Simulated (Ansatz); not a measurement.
# Collinear and non-collinear states of CrBr2, part 2 of 2

Wanted: the lowest arrangement of moments that fits this cell of CrBr2.

Ansatz 0.2.0; PBEsol with U = 3.5 eV on Cr d (ortho-atomic projectors), PAW set soft_1 (files made for PBE).

So far. Step 2 (Two spin channels first): The run ends ferromagnetic, with a net moment of 12 μB a cell. Only this order was typed. Step 3 (Start: ferro): It ends ferromagnetic; the largest site carries 3.59 μB.

### 5. Start: random 1

Level of this step: Ansatz DFT on spinors from a typed pattern of moment directions; PBEsol+U, PAW set soft_1; PAW set soft_1 (Ansatz).

File input.yaml:

```yaml
crystal:
  lattice:
    - [-3.744669, 5.493165, 0.0]
    - [-3.744669, -5.493165, 0.0]
    - [3.017822, -1.831055, 6.465946]
  atoms:
    - { symbol: Cr, position: [0.6666666667, 0.3333333333, 0.0], spin: 3.59, spin_axis: [0.282485, 0.344388, -0.895321] }
    - { symbol: Cr, position: [0.3333333333, 0.6666666667, 0.0], spin: 3.59, spin_axis: [-0.021668, -0.784225, -0.620098] }
    - { symbol: Cr, position: [0.0, 0.0, 0.0], spin: 3.59, spin_axis: [0.44263, 0.338176, 0.830491] }
    - { symbol: Br, position: [0.176378, 0.765302, 0.233228] }
    - { symbol: Br, position: [0.8430446667, 0.0986353333, 0.233228] }
    - { symbol: Br, position: [0.5097113333, 0.4319686667, 0.233228] }
    - { symbol: Br, position: [0.823622, 0.234698, 0.766772] }
    - { symbol: Br, position: [0.4902886667, 0.5680313333, 0.766772] }
    - { symbol: Br, position: [0.1569553333, 0.9013646667, 0.766772] }
kpoints:
  mp_grid: { grid: [4, 4, 4] }
hamiltonian:
  xc: pbesol
  hubbard:
    projectors: ortho-atomic
    sites: [{ species: Cr, l: d, u_eff: 3.5 }]
  pseudopotentials: { kind: paw, azcp: { folder: soft_1 }, xc_functional: pbe }
scf:
  occupations: { method: fermi_dirac, width: 0.05 }
  max_iter: 120
  convergence: { dr2_threshold: 1.0e-08 }
  lower_state_search: "off"
basis:
  ecutwfc: 420.0
magnetization:
  noncollinear: true
```

Run with:

```
$ ansatz run input.yaml --threads 2 --pin off --max-ram 4096MiB --backend cpu --events-out ev --progress --plain --runs-dir out
```

Numbers of over 12 decimals in the logs are rounded to 6 here.

What it wrote:

```text
Engine: ansatz 0.2.0, aarch64-unknown-linux-gnu
Pseudopotentials: kind: paw
Pseudopotential: Cr, paw, valence charge 14, recommended cutoff 420 eV (normal), soft_1/Cr.paw.azcp
Pseudopotential: Br, paw, valence charge 7, recommended cutoff 420 eV (normal), soft_1/Br.paw.azcp
Functional definition: PBEsol
  exchange = pbesol_x
  correlation = pbesol_c
Crystal: 9 atoms, lattice volume = 266.010 Å³
Basis set: ecut = 420 eV, 5219 PW (Γ)
Bands: 102, of which v1, the nominal top of the filled ones, is band 84 counted from 1 (83 counted from 0)
Symmetry: 1 space group operations
[...]
SCF iter  59: F=—  HF=-26467.987120 eV  |F-HF|=—  |Δ(HF+E_count)|=   1.30e-4  Δρ=1.06e-4  dr2=2.50e-7  dr2_m=1.38e-5  ethr=2.96e-12  |M|=3.36e0 ∫|m|=1.30e1 μB  |m|>n=0.0e0 m-floor=0.0e0 τ_xc=4.2e-2 mc-row=0.0e0  β_m=0.03  ⟨swp⟩=8.0  Hψ=35713  notcnv=0  defer=557
SCF iter  60: F=—  HF=-26467.987183 eV  |F-HF|=—  |Δ(HF+E_count)|=   6.29e-5  Δρ=1.50e-5  dr2=2.20e-8  dr2_m=3.52e-7  ethr=2.96e-12  |M|=3.26e0 ∫|m|=1.30e1 μB  |m|>n=0.0e0 m-floor=0.0e0 τ_xc=3.4e-2 mc-row=0.0e0  β_m=0.20  ⟨swp⟩=6.8  Hψ=29575  notcnv=0  defer=555
```

Run time: 28 min. Hardware: 2 threads of Arm Neoverse V2, shared host; peak memory 2.9 GiB.

The run was cut off at the time left to it in the session, and no result is taken from it.

### 6. Start: collinear ++-

input.yaml, the sections that differ from step 5:

```yaml
crystal:
  lattice:
    - [-3.744669, 5.493165, 0.0]
    - [-3.744669, -5.493165, 0.0]
    - [3.017822, -1.831055, 6.465946]
  atoms:
    - { symbol: Cr, position: [0.6666666667, 0.3333333333, 0.0], spin: 3.59, spin_axis: [0.0, 0.0, 1.0] }
    - { symbol: Cr, position: [0.3333333333, 0.6666666667, 0.0], spin: 3.59, spin_axis: [0.0, 0.0, 1.0] }
    - { symbol: Cr, position: [0.0, 0.0, 0.0], spin: 3.59, spin_axis: [0.0, 0.0, -1.0] }
    - { symbol: Br, position: [0.176378, 0.765302, 0.233228] }
    - { symbol: Br, position: [0.8430446667, 0.0986353333, 0.233228] }
    - { symbol: Br, position: [0.5097113333, 0.4319686667, 0.233228] }
    - { symbol: Br, position: [0.823622, 0.234698, 0.766772] }
    - { symbol: Br, position: [0.4902886667, 0.5680313333, 0.766772] }
    - { symbol: Br, position: [0.1569553333, 0.9013646667, 0.766772] }
# kpoints, hamiltonian, scf, basis, magnetization: as in step 5
```

What it wrote:

```text
[...]
Crystal: 9 atoms, lattice volume = 266.010 Å³
Basis set: ecut = 420 eV, 5219 PW (Γ)
Bands: 102, of which v1, the nominal top of the filled ones, is band 84 counted from 1 (83 counted from 0)
Symmetry: 2 space group operations
[...]
k-points: 36 of 64
[...]
Starting moments: Σ|m| = 10.77 μB on 3 of 9 sites
[...]
--- Hubbard shell moments (per corrected site; Tr N, ν in electrons; μ in μ_B) ---
  shell 0: Tr N=4.6684  μ_S=(+0.0000, -0.0000, +3.9922)  μ_L=(-0.0000, -0.0000, -0.0000)  μ=(-0.0000, -0.0000, +3.9922)  ν=0.0000 along (+0.000, +0.000, +1.000)
[...]
shell 2: Tr N=4.6710  μ_S=(+0.0000, -0.0000, -3.9882)  μ_L=(+0.0000, -0.0000, +0.0000)  μ=(+0.0000, -0.0000, -3.9882)  ν=0.0000 along (-0.000, -0.000, -1.000)
Occupation matrices written to <dir>
[key lines of the parts left out:]
SCF converged after 16 iterations
Magnetization: |M| = 4.0000 μB,  M = (+0.0000, +0.0000, +4.0000) μB
Free energy (F): -26467.986870 eV
Fermi energy:    4.242614 eV
```

Run time: 2.2 min. Hardware: 2 threads; peak memory 2 GiB; 4.5 min of CPU time.

It ends ferrimagnetic; the largest site carries 3.58 μB.

Spin moment in the atom's sphere by atom:

```csv
atom,x (μB),y (μB),z (μB),size
Cr1,0.00,0.00,3.58,3.58
Cr2,0.00,0.00,3.58,3.58
Cr3,0.00,0.00,-3.58,3.58
Br4,0.00,0.00,0.01,0.01
Br5,0.00,0.00,0.01,0.01
Br6,0.00,0.00,-0.07,0.07
Br7,0.00,0.00,0.01,0.01
Br8,0.00,0.00,-0.07,0.07
Br9,0.00,0.00,0.01,0.01
```

### 7. Start: umbrella

input.yaml, the sections that differ from step 6:

```yaml
crystal:
  lattice:
    - [-3.744669, 5.493165, 0.0]
    - [-3.744669, -5.493165, 0.0]
    - [3.017822, -1.831055, 6.465946]
  atoms:
    - { symbol: Cr, position: [0.6666666667, 0.3333333333, 0.0], spin: 3.59, spin_axis: [0.894427, 0.0, 0.447214] }
    - { symbol: Cr, position: [0.3333333333, 0.6666666667, 0.0], spin: 3.59, spin_axis: [-0.447214, 0.774597, 0.447214] }
    - { symbol: Cr, position: [0.0, 0.0, 0.0], spin: 3.59, spin_axis: [-0.447214, -0.774597, 0.447214] }
    - { symbol: Br, position: [0.176378, 0.765302, 0.233228] }
    - { symbol: Br, position: [0.8430446667, 0.0986353333, 0.233228] }
    - { symbol: Br, position: [0.5097113333, 0.4319686667, 0.233228] }
    - { symbol: Br, position: [0.823622, 0.234698, 0.766772] }
    - { symbol: Br, position: [0.4902886667, 0.5680313333, 0.766772] }
    - { symbol: Br, position: [0.1569553333, 0.9013646667, 0.766772] }
# kpoints, hamiltonian, scf, basis, magnetization: as in step 6
```

What it wrote:

```text
Engine: ansatz 0.2.0, aarch64-unknown-linux-gnu
Pseudopotentials: kind: paw
Pseudopotential: Cr, paw, valence charge 14, recommended cutoff 420 eV (normal), soft_1/Cr.paw.azcp
Pseudopotential: Br, paw, valence charge 7, recommended cutoff 420 eV (normal), soft_1/Br.paw.azcp
Functional definition: PBEsol
  exchange = pbesol_x
  correlation = pbesol_c
Crystal: 9 atoms, lattice volume = 266.010 Å³
Basis set: ecut = 420 eV, 5219 PW (Γ)
Bands: 102, of which v1, the nominal top of the filled ones, is band 84 counted from 1 (83 counted from 0)
Symmetry: 1 space group operations
[...]
SCF iter  64: F=—  HF=-26467.987135 eV  |F-HF|=—  |Δ(HF+E_count)|=   6.77e-6  Δρ=4.31e-5  dr2=1.57e-8  dr2_m=2.74e-6  ethr=1.61e-11  |M|=3.39e0 ∫|m|=1.30e1 μB  |m|>n=0.0e0 m-floor=0.0e0 τ_xc=4.3e-2 mc-row=0.0e0  β_m=0.03  ⟨swp⟩=5.1  Hψ=23460  notcnv=0  defer=530
SCF iter  65: F=—  HF=-26467.987159 eV  |F-HF|=—  |Δ(HF+E_count)|=   2.40e-5  Δρ=2.73e-5  dr2=1.28e-8  dr2_m=6.48e-7  ethr=1.61e-11  |M|=3.34e0 ∫|m|=1.30e1 μB  |m|>n=0.0e0 m-floor=0.0e0 τ_xc=4.1e-2 mc-row=0.0e0  β_m=0.34  ⟨swp⟩=5.0  Hψ=23755  notcnv=0  defer=530
Error: SIGTERM received: cancelled by the caller after 65 completed SCF iterations
```

Elapsed: 27 min, on 2 threads; peak memory 2.9 GiB.

The run was cut off at the time left to it in the session, and no result is taken from it.

[Logs and program files are shortened in this print: banners, set-up blocks, solver, clock and traceback lines can be left out without a mark of their own.]

[Logs are printed without paths, hosts, clocks, repeated set-up lines and the standing remarks that a program may print on its own settings, such as how far it seeks lower states.]

[Hosts, paths, dates, database ids (printed as entryN), source tags and the programs' standing remarks are cut or masked in the printed files.]
